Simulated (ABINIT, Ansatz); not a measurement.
## Li3HS (Pm-3m): Raman and infrared activity

Which lines does Li3HS (Pm-3m) show in Raman and infrared spectra?

Main program and level: ABINIT 10.8.3; DFT LDA, scalar-relativistic, plane waves, PseudoDojo norm-conserving pseudopotentials.

### Step 1. The starting structure

The structure is cubic, space group Pm-3m (No. 221). Conventional cell: a = 4.465 Å, b = 4.465 Å, c = 4.465 Å, α = 90.00°, β = 90.00°, γ = 90.00°. Nearest to H lie 12 Li at 3.16 Å. Nearest to S lie 6 Li at 2.23 Å. Li has 2 S at 2.23 Å nearest. Farther neighbours and most contacts between anions are not listed.

### Step 2. Relaxation

The harmonic expansion needs vanishing forces, and a free crystal bears no stress, so cell and atoms are brought to rest. Stress is more sensitive to the basis than forces are: the last 3 Ha under the cutoff are smoothed with ecutsm, and the cutoff is raised above that of the later runs.

The starting cell comes from a relaxation made beforehand in Ansatz (LDA, PseudoDojo NC).

relax.abi

```
# relaxation
ionmov 2
optcell 2
dilatmx 1.08
ntime 40
tolmxf 1.0d-05
tolvrs 1.0d-14
prtwf 0
prtden 0
chksymtnons 0

# basis, mesh and filling
ecut 41.0
ecutsm 3.0
ngkpt 6 6 6
nshiftk 1
shiftk 0.0 0.0 0.0
istwfk *1
occopt 1
nband 8
nstep 100
diemac 9.0
prtebands 0
prtgsr 0

# cell and atoms
acell 8.436935449 8.436935449 8.436935449
rprim 
    1.0 0.0 0.0
    0.0 1.0 0.0
    0.0 0.0 1.0
ntypat 3
znucl 1 16 3
natom 5
typat 1 2 3 3 3
xred 
    0.0 0.0 0.0
    0.5 0.5 0.5
    0.5 0.5 0.0
    0.5 0.0 0.5
    0.0 0.5 0.5
pp_dirpath "./pseudo"
pseudos "H.upf, S.upf, Li.upf"
```

Run with:

```bash
$ OMP_NUM_THREADS=1 mpirun -n 4 abinit relax.abi > relax.log
```

Numbers of over 12 decimals in the logs are rounded to 6 here.

relax.abo, the main output file:

```text
[banners, grids, parts of the stress and lines that vanish by symmetry left out]
- input  file    -> relax.abi
- output file    -> relax.abo
- root for input  files -> relaxi
[...]
Symmetries : space group Pm -3 m (#221); Bravais cP (primitive cubic)
[...]
mpw =        9530          nfft =      157464          nkpt =          20
[...]
== DATASET  1 ==================================================================
[...]
cutoff_energies: {ecut:  41.0, pawecutdg:  -1.0, }
[...]
ETOT  1  -33.015746663030    -3.302E+01 1.324E-01 4.972E+02
 ETOT  2  -33.088136722860    -7.239E-02 5.558E-06 5.735E+01
 ETOT  3  -33.095066523236    -6.930E-03 7.662E-05 3.893E+00
 ETOT  4  -33.095261671268    -1.951E-04 6.510E-06 5.767E-02
 ETOT  5  -33.095265827642    -4.156E-06 3.236E-08 8.944E-03
[...]
At SCF step   11       vres2   =  5.09E-15 < tolvrs=  1.00E-14 =>converged.
[...]
sigma(1 1)=  1.70728268E-07  sigma(3 2)=  0.00000000E+00
  sigma(2 2)=  1.70728268E-07  sigma(3 1)=  0.00000000E+00
  sigma(3 3)=  1.70728268E-07  sigma(2 1)=  0.00000000E+00
[...]
convergence: {deltae:  3.844E-12, res2:  5.093E-15, residm:  6.134E-19, diffor: null, }
etotal    :  -3.30952663E+01
[...]
ETOT  1  -33.095266255852    -3.310E+01 1.676E-13 2.387E-05
[...]
At SCF step    7       vres2   =  5.53E-15 < tolvrs=  1.00E-14 =>converged.
[...]
sigma(1 1)=  1.55689050E-07  sigma(3 2)=  0.00000000E+00
  sigma(2 2)=  1.55689050E-07  sigma(3 1)=  0.00000000E+00
  sigma(3 3)=  1.55689050E-07  sigma(2 1)=  0.00000000E+00
[...]
convergence: {deltae: -2.075E-12, res2:  5.528E-15, residm:  6.361E-19, diffor: null, }
etotal    :  -3.30952663E+01
[...]
ETOT  1  -33.095266136306    -3.310E+01 6.739E-05 2.556E-03
[...]
ETOT  8  -33.095266264451     3.332E-12 5.860E-19 3.996E-14
 ETOT  9  -33.095266264455    -3.297E-12 7.250E-20 9.617E-17
 At SCF step    9       vres2   =  9.62E-17 < tolvrs=  1.00E-14 =>converged.
[...]
sigma(1 1)= -3.46071564E-11  sigma(3 2)=  0.00000000E+00
  sigma(2 2)= -3.46071568E-11  sigma(3 1)=  0.00000000E+00
  sigma(3 3)= -3.46071569E-11  sigma(2 1)=  0.00000000E+00
[...]
convergence: {deltae: -3.297E-12, res2:  9.617E-17, residm:  7.250E-20, diffor: null, }
etotal    :  -3.30952663E+01
[...]
At Broyd/MD step   3, gradients are converged :
[...]
sigma(1 1)= -3.46071564E-11  sigma(3 2)=  0.00000000E+00
  sigma(2 2)= -3.46071568E-11  sigma(3 1)=  0.00000000E+00
  sigma(3 3)= -3.46071569E-11  sigma(2 1)=  0.00000000E+00
[...]
- sigma(1 1)= -1.01817769E-06  sigma(3 2)=  0.00000000E+00
- sigma(2 2)= -1.01817770E-06  sigma(3 1)=  0.00000000E+00
- sigma(3 3)= -1.01817771E-06  sigma(2 1)=  0.00000000E+00
[...]
fcart     -0.0000000000E+00 -0.0000000000E+00 -0.0000000000E+00
           strten     -3.4607156442E-11 -3.4607156767E-11 -3.4607156875E-11
================================================================================

[key lines of the parts left out:]
pressure_GPa:   1.0182E-06
Total energy (etotal) [Ha]= -3.30952662644546E+01
```

Elapsed: 54 s, on 4 MPI ranks of Intel Xeon at 2.70GHz, shared host; 3.6 min of CPU time.

Little changed from the start: no atom moved by 0.005 Å and no cell edge by 0.1 %.

Numbers from this step:

* volume per atom: 17.80 Å³
* pressure: 1.02e-6 GPa

### Step 3. Ground state

First-order wavefunctions inherit every error of the ground state, hence the very tight tolvrs. The mesh is shifted off Γ, since shifted meshes converge sums over the zone faster.

gs.abi

```
# ground state
tolvrs 1.0d-16
prtden 1
prtwf 1

# basis, mesh and filling
ecut 33.0
ngkpt 6 6 6
nshiftk 1
shiftk 0.5 0.5 0.5
istwfk *1
occopt 1
nband 8
nstep 100
diemac 9.0
prtebands 0
prtgsr 0

# cell and atoms
acell 8.436444968 8.436444968 8.436444968
rprim 
    1.0 0.0 0.0
    0.0 1.0 0.0
    0.0 0.0 1.0
ntypat 3
znucl 1 16 3
natom 5
typat 1 2 3 3 3
xred 
    0.0 0.0 0.0
    0.5 0.5 0.5
    0.5 0.5 0.0
    0.5 0.0 0.5
    0.0 0.5 0.5
pp_dirpath "./pseudo"
pseudos "H.upf, S.upf, Li.upf"
```

Run with:

```bash
$ OMP_NUM_THREADS=1 mpirun -n 4 abinit gs.abi > gs.log
```

gs.abo, the main output file:

```text
[banners, grids, parts of the stress and lines that vanish by symmetry left out]
- input  file    -> gs.abi
- output file    -> gs.abo
- root for input  files -> gsi
[...]
Symmetries : space group Pm -3 m (#221); Bravais cP (primitive cubic)
[...]
mpw =        5459          nfft =       91125          nkpt =          10
[...]
== DATASET  1 ==================================================================
[...]
cutoff_energies: {ecut:  33.0, pawecutdg:  -1.0, }
[...]
ETOT  1  -33.007311017710    -3.301E+01 1.577E-01 2.612E+02
 ETOT  2  -33.089320336488    -8.201E-02 4.285E-06 2.351E+01
 ETOT  3  -33.094750808480    -5.430E-03 3.965E-05 2.343E+00
 ETOT  4  -33.094943248838    -1.924E-04 9.295E-06 4.971E-02
 ETOT  5  -33.094955985694    -1.274E-05 1.437E-07 4.136E-03
[...]
ETOT 12  -33.094956263882     1.194E-12 1.963E-20 3.030E-16
 ETOT 13  -33.094956263879     2.842E-12 1.322E-21 4.597E-17
 At SCF step   13       vres2   =  4.60E-17 < tolvrs=  1.00E-16 =>converged.
[...]
sigma(1 1)=  7.12480553E-06  sigma(3 2)=  0.00000000E+00
  sigma(2 2)=  7.12480553E-06  sigma(3 1)=  0.00000000E+00
  sigma(3 3)=  7.12480553E-06  sigma(2 1)=  0.00000000E+00
[...]
convergence: {deltae:  2.842E-12, res2:  4.597E-17, residm:  1.322E-21, diffor: null, }
etotal    :  -3.30949563E+01
[...]
sigma(1 1)=  7.12480553E-06  sigma(3 2)=  0.00000000E+00
  sigma(2 2)=  7.12480553E-06  sigma(3 1)=  0.00000000E+00
  sigma(3 3)=  7.12480553E-06  sigma(2 1)=  0.00000000E+00
[...]
- sigma(1 1)=  2.09619016E-01  sigma(3 2)=  0.00000000E+00
- sigma(2 2)=  2.09619016E-01  sigma(3 1)=  0.00000000E+00
- sigma(3 3)=  2.09619016E-01  sigma(2 1)=  0.00000000E+00
[...]
fcart     -0.0000000000E+00 -0.0000000000E+00 -0.0000000000E+00
           strten      7.1248055260E-06  7.1248055260E-06  7.1248055260E-06
================================================================================

[key lines of the parts left out:]
pressure_GPa:  -2.0962E-01
```

The job ended after 9.3 s (4 MPI ranks; 36 s of CPU time).

Numbers from this step:

- pressure: -0.2096 GPa

The cell stands at -0.21 GPa: the relaxation ran with a smoothed and higher cutoff and on another k mesh.

### Step 4. The gap at rest

Empty bands on the ground state's density check that the gap assumed so far is there in this cell.

gap.abi

```
# empty bands on the ground state's density
iscf -2
getden_filepath "gso_DEN"
tolwfr 1.0d-12
nbdbuf 2
prtwf 0

# basis, mesh and filling
ecut 33.0
ngkpt 6 6 6
nshiftk 1
shiftk 0.0 0.0 0.0
istwfk *1
occopt 1
nband 12
nstep 100
diemac 9.0
prtebands 0
prtgsr 0

# cell and atoms
acell 8.436444968 8.436444968 8.436444968
rprim 
    1.0 0.0 0.0
    0.0 1.0 0.0
    0.0 0.0 1.0
ntypat 3
znucl 1 16 3
natom 5
typat 1 2 3 3 3
xred 
    0.0 0.0 0.0
    0.5 0.5 0.5
    0.5 0.5 0.0
    0.5 0.0 0.5
    0.0 0.5 0.5
pp_dirpath "./pseudo"
pseudos "H.upf, S.upf, Li.upf"
```

Run with:

```bash
$ OMP_NUM_THREADS=1 mpirun -n 4 abinit gap.abi > gap.log
```

gap.abo, the main output file:

```text
[banners, grids, parts of the stress and lines that vanish by symmetry left out]
- input  file    -> gap.abi
- output file    -> gap.abo
- root for input  files -> gapi
[...]
Symmetries : space group Pm -3 m (#221); Bravais cP (primitive cubic)
[...]
mpw =        5520          nfft =       91125          nkpt =          20
[...]
== DATASET  1 ==================================================================
[...]
cutoff_energies: {ecut:  33.0, pawecutdg:  -1.0, }
[...]
-outvars: echo values of variables after computation
            acell      8.4364449680E+00  8.4364449680E+00  8.4364449680E+00 Bohr
================================================================================
```

It took 9.6 s on 4 MPI ranks; 37 s of CPU time.

Read from the output:

| Item | Value |
| --- | --- |
| gap on the k-mesh | 1.885 eV |

In this cell the gap on the mesh is 1.9 eV, indirect (smallest direct 2.0 eV), so fixed occupations hold.

### Step 5. Linear response at Γ

The derivative of the wavefunctions by k comes first, since the response to a field is built on it; then the field and the displacements that symmetry doesn't supply are solved at q = 0. By the 2n+1 theorem the first-order wavefunctions also give third derivatives: Raman tensors and the non-linear susceptibility.

It reads the wavefunctions written in step 3.

dfpt_gamma.abi

```
ndtset 3

# common to the responses
getwfk_filepath "gso_WFK"
kptopt 2
nqpt 1
qpt 0.0 0.0 0.0
asr 0
chneut 0

# d/dk
rfelfd1 2
rfdir1 1 1 1
iscf1 -3
tolwfr1 1.0d-20

# displacements, field
rfphon2 1
rfatpol2 1 5
rfdir2 1 1 1
rfelfd2 3
getddk2 1
tolvrs2 1.0d-10
prepanl2 1
prtden2 1

# third order
optdriver3 5
getden_filepath3 "gso_DEN"
get1den3 2
get1wf3 2
getddk3 1
d3e_pert1_elfd3 1
d3e_pert1_phon3 1
d3e_pert1_atpol3 1 5
d3e_pert1_dir3 1 1 1
d3e_pert2_elfd3 1
d3e_pert2_dir3 1 1 1
d3e_pert3_elfd3 1
d3e_pert3_dir3 1 1 1
usepead3 1
tolvrs3 1.0d-10

# basis, mesh and filling
ecut 33.0
ngkpt 6 6 6
nshiftk 1
shiftk 0.5 0.5 0.5
istwfk *1
occopt 1
nband 8
nstep 100
diemac 9.0
prtebands 0
prtgsr 0

# cell and atoms
acell 8.436444968 8.436444968 8.436444968
rprim 
    1.0 0.0 0.0
    0.0 1.0 0.0
    0.0 0.0 1.0
ntypat 3
znucl 1 16 3
natom 5
typat 1 2 3 3 3
xred 
    0.0 0.0 0.0
    0.5 0.5 0.5
    0.5 0.5 0.0
    0.5 0.0 0.5
    0.0 0.5 0.5
pp_dirpath "./pseudo"
pseudos "H.upf, S.upf, Li.upf"
```

Run with:

```bash
$ OMP_NUM_THREADS=1 mpirun -n 4 abinit dfpt_gamma.abi > dfpt_gamma.log
```

dfpt_gamma.abo, the main output file:

```text
[banners, grids, parts of the stress and lines that vanish by symmetry left out]
- input  file    -> dfpt_gamma.abi
- output file    -> dfpt_gamma.abo
- root for input  files -> dfpt_gammai
[...]
DATASET    1 : space group Pm -3 m (#221); Bravais cP (primitive cubic)
[...]
nfft =       91125          nkpt =         108
[...]
DATASET    2 : space group Pm -3 m (#221); Bravais cP (primitive cubic)
[...]
nfft =       91125          nkpt =         108
[...]
DATASET    3 : space group Pm -3 m (#221); Bravais cP (primitive cubic)
[...]
mpw =        5459          nfft =       91125          nkpt =         108
[...]
== DATASET  1 ==================================================================
[...]
cutoff_energies: {ecut:  33.0, pawecutdg:  -1.0, }
[...]
-  3.00000   3.00000  180309                  znucl, zion, pspdat
[...]
Perturbation : derivative vs k along direction   1
[...]
-ETOT  1  -8.988942     -8.989E+00 1.783E-02 0.000E+00
 ETOT  2  -8.999129     -1.019E-02 5.937E-05 0.000E+00
 ETOT  3  -8.999155     -2.627E-05 2.449E-07 0.000E+00
 ETOT  4  -8.999155     -8.232E-08 5.564E-10 0.000E+00
 ETOT  5  -8.999155     -2.909E-10 4.792E-12 0.000E+00
[...]
At SCF step    9   max residual=  9.84E-21 < tolwfr=  1.00E-20 =>converged.
[...]
Perturbation : derivative vs k along direction   2
[...]
-ETOT  1  -8.988921     -8.989E+00 1.783E-02 0.000E+00
[...]
At SCF step    9   max residual=  9.84E-21 < tolwfr=  1.00E-20 =>converged.
[...]
Perturbation : derivative vs k along direction   3
[...]
-ETOT  1  -8.988942     -8.989E+00 1.783E-02 0.000E+00
[...]
At SCF step    9   max residual=  9.84E-21 < tolwfr=  1.00E-20 =>converged.
[...]
1        1       1.1187694036    0.0000000000
     1        2       0.0000000000    0.0000000000
     1        3       0.0000000000    0.0000000000
     2        1       0.0000000000    0.0000000000
     2        2       1.1187694036   -0.0000000000
     2        3       0.0000000000    0.0000000000
     3        1       0.0000000000    0.0000000000
     3        2       0.0000000000    0.0000000000
     3        3       1.1187694036   -0.0000000000
[...]
== DATASET  2 ==================================================================
[...]
cutoff_energies: {ecut:  33.0, pawecutdg:  -1.0, }
[...]
Perturbation : displacement of atom   1   along direction   1
[...]
-ETOT  1 -5.06040335783808E-03 -6.125E+01 1.048E-01 7.849E+02
[...]
At SCF step    9       vres2   =  9.52E-11 < tolvrs=  1.00E-10 =>converged.
[...]
Perturbation : displacement of atom   2   along direction   1
[...]
-ETOT  1   8.213681     -5.231E+02 2.090E+00 7.676E+03
[...]
At SCF step   10       vres2   =  1.41E-12 < tolvrs=  1.00E-10 =>converged.
[...]
Perturbation : displacement of atom   3   along direction   1
[...]
-ETOT  1  0.381240     -2.437E+03 2.568E+01 5.248E+02
[...]
At SCF step   10       vres2   =  1.68E-12 < tolvrs=  1.00E-10 =>converged.
[...]
Perturbation : displacement of atom   3   along direction   3
[...]
-ETOT  1   7.600997     -2.418E+03 2.340E+01 3.239E+03
[...]
At SCF step   10       vres2   =  1.90E-11 < tolvrs=  1.00E-10 =>converged.
[...]
Perturbation : homogeneous electric field along direction   1
[...]
-ETOT  1  -74.837614288462     -7.484E+01 1.122E+00 2.318E+04
[...]
At SCF step   10       vres2   =  2.12E-11 < tolvrs=  1.00E-10 =>converged.
[...]
Perturbation : homogeneous electric field along direction   2
[...]
-ETOT  1  -74.842406766807     -7.484E+01 1.122E+00 2.317E+04
[...]
At SCF step   10       vres2   =  1.96E-11 < tolvrs=  1.00E-10 =>converged.
[...]
Perturbation : homogeneous electric field along direction   3
[...]
-ETOT  1  -74.837614836509     -7.484E+01 1.122E+00 2.318E+04
[...]
ETOT  9  -82.261132187894     -7.390E-12 2.453E-14 1.207E-09
 ETOT 10  -82.261132187895     -5.116E-13 1.324E-15 2.124E-11
 At SCF step   10       vres2   =  2.12E-11 < tolvrs=  1.00E-10 =>converged.
[...]
Dielectric tensor, in cartesian coordinates,
[...]
1    7   1    7         4.1037399817        -0.0000000000
   1    7   2    7        -0.0000000000        -0.0000000000
   1    7   3    7        -0.0000000000        -0.0000000000
   2    7   1    7        -0.0000000000        -0.0000000000
   2    7   2    7         4.1037399817        -0.0000000000
   2    7   3    7        -0.0000000000        -0.0000000000
   3    7   1    7        -0.0000000000        -0.0000000000
   3    7   2    7        -0.0000000000        -0.0000000000
   3    7   3    7         4.1037399817        -0.0000000000
  Effective charges, in cartesian coordinates,
[...]
1    1   1    7        -1.3396264546         0.0000000000
   2    1   1    7         0.0000000000         0.0000000000
   3    1   1    7         0.0000000000         0.0000000000
   1    2   1    7        -1.8827522477         0.0000000000
   2    2   1    7         0.0000000000         0.0000000000
[...]
Effective charges, in cartesian coordinates,
[...]
2    7   1    5         0.0000000000         0.0000000000
   3    7   1    5         0.0000000000         0.0000000000
   1    7   2    5         0.0000000000         0.0000000000
   2    7   2    5         1.0035416798         0.0000000000
   3    7   2    5         0.0000000000         0.0000000000
   1    7   3    5         0.0000000000         0.0000000000
   2    7   3    5         0.0000000000         0.0000000000
   3    7   3    5         1.0035416798         0.0000000000
  Phonon wavevector (reduced coordinates) :  0.00000  0.00000  0.00000
 Phonon energies in Hartree :
[...]
Phonon frequencies in cm-1    :
- -3.871971E+02 -3.871971E+02 -3.871971E+02 -1.300970E+02 -1.300970E+02
- -1.300970E+02  9.290432E-02  9.290540E-02  9.290885E-02  2.884941E+02
-  2.884941E+02  2.884941E+02  6.228933E+02  6.228933E+02  6.228933E+02
  Phonon at Gamma, with non-analyticity in the
[...]
Phonon energies in Hartree :
[...]
Phonon frequencies in cm-1    :
- -3.871971E+02 -3.871971E+02 -1.300970E+02 -1.300970E+02 -1.300970E+02
- -9.508839E-02  9.290432E-02  9.290539E-02  1.819696E+02  2.884941E+02
-  2.884941E+02  3.822874E+02  6.228933E+02  6.228933E+02  6.817217E+02
  Phonon at Gamma, with non-analyticity in the
[...]
Phonon energies in Hartree :
[...]
Phonon frequencies in cm-1    :
- -3.871971E+02 -3.871971E+02 -1.300970E+02 -1.300970E+02 -1.300970E+02
- -9.509176E-02  9.290432E-02  9.290885E-02  1.819696E+02  2.884941E+02
-  2.884941E+02  3.822874E+02  6.228933E+02  6.228933E+02  6.817217E+02
  Phonon at Gamma, with non-analyticity in the
[...]
Phonon energies in Hartree :
[...]
Phonon frequencies in cm-1    :
- -3.871971E+02 -3.871971E+02 -1.300970E+02 -1.300970E+02 -1.300970E+02
- -9.509281E-02  9.290540E-02  9.290885E-02  1.819696E+02  2.884941E+02
-  2.884941E+02  3.822874E+02  6.228933E+02  6.228933E+02  6.817217E+02
[...]
== DATASET  3 ==================================================================
[...]
cutoff_energies: {ecut:  33.0, pawecutdg:  -1.0, }
[...]
1          1       -0.000000000       -0.000000000       -0.000000000
[...]
1          2       -0.000000000       -0.000000000       -0.000000000
[...]
1          3       -0.000000000       -0.000000000       -0.000000000
[...]
2          1       -0.000000000       -0.000000000       -0.000000000
[...]
2          2       -0.000000000       -0.000000000       -0.000000000
[...]
2          3       -0.000000000       -0.000000000       -0.000000000
[...]
3          1       -0.000000000       -0.000000000       -0.000000000
[...]
3          2       -0.000000000       -0.000000000       -0.000000000
[...]
3          3       -0.000000000       -0.000000000       -0.000000000
[...]
4          1       -0.000000000       -0.000000000       -0.000000000
[...]
4          2       -0.000000000       -0.000000000       -0.000000000
[...]
4          3       -0.000000000       -0.000000000       -0.000000000
[...]
5          1       -0.000000000       -0.000000000       -0.000000000
[...]
5          2       -0.000000000       -0.000000000       -0.000000000
[...]
5          3       -0.000000000       -0.000000000       -0.000000000
[...]
strten2     0.0000000000E+00  0.0000000000E+00  0.0000000000E+00
           strten3     0.0000000000E+00  0.0000000000E+00  0.0000000000E+00
================================================================================
```

Elapsed: 7.1 min, on 4 MPI ranks; 28 min of CPU time.

This step gave:

```yaml
miss_of_the_charge_sum_rule: 0.001813 e
largest_acoustic_frequency_at_the_zone_centre_before_the_sum_rule: 0.09 cm⁻¹
highest_optical_zone_centre_mode_no_lo_to_term: 622.9 cm⁻¹
lowest_optical_zone_centre_mode: -387.2 cm⁻¹
mean_high_frequency_dielectric_constant: 4.104
largest_born_charge_in_size_third_of_the_trace: 1.883 e
```

Born charge (rows field, columns displacement), before the sum rule (e), principal values of the symmetric part by kind of site:

| atom | atoms with these values | low | middle | high | mean |
| --- | --- | --- | --- | --- | --- |
| H1 | 1 | -1.34 | -1.34 | -1.34 | -1.34 |
| S2 | 1 | -1.88 | -1.88 | -1.88 | -1.88 |
| Li3 | 3 | 1.00 | 1.00 | 1.22 | 1.07 |

In full for S2:

```
-1.88  0.00  0.00
 0.00 -1.88  0.00
 0.00  0.00 -1.88
```

High-frequency dielectric tensor:

```
4.10 0.00 0.00
0.00 4.10 0.00
0.00 0.00 4.10
```

The acoustic modes at Γ come out as far as 0.1 cm⁻¹ from zero, where they should vanish, a small numerical error; the Born charges miss their sum rule by 0.0018 e, which is good. The lowest optical mode is imaginary, 387i cm⁻¹, an instability at this level and on this k mesh.

(Continued in part 2 of 2.)

[Host names and launcher messages were left out of these logs when they were recorded.]

[Logs are printed without paths, hosts, clocks, repeated set-up lines and the standing remarks that a program may print on its own settings, such as how far it seeks lower states.]

[Hosts, paths, dates, database ids (printed as entryN), source tags and the programs' standing remarks are cut or masked in the printed files.]
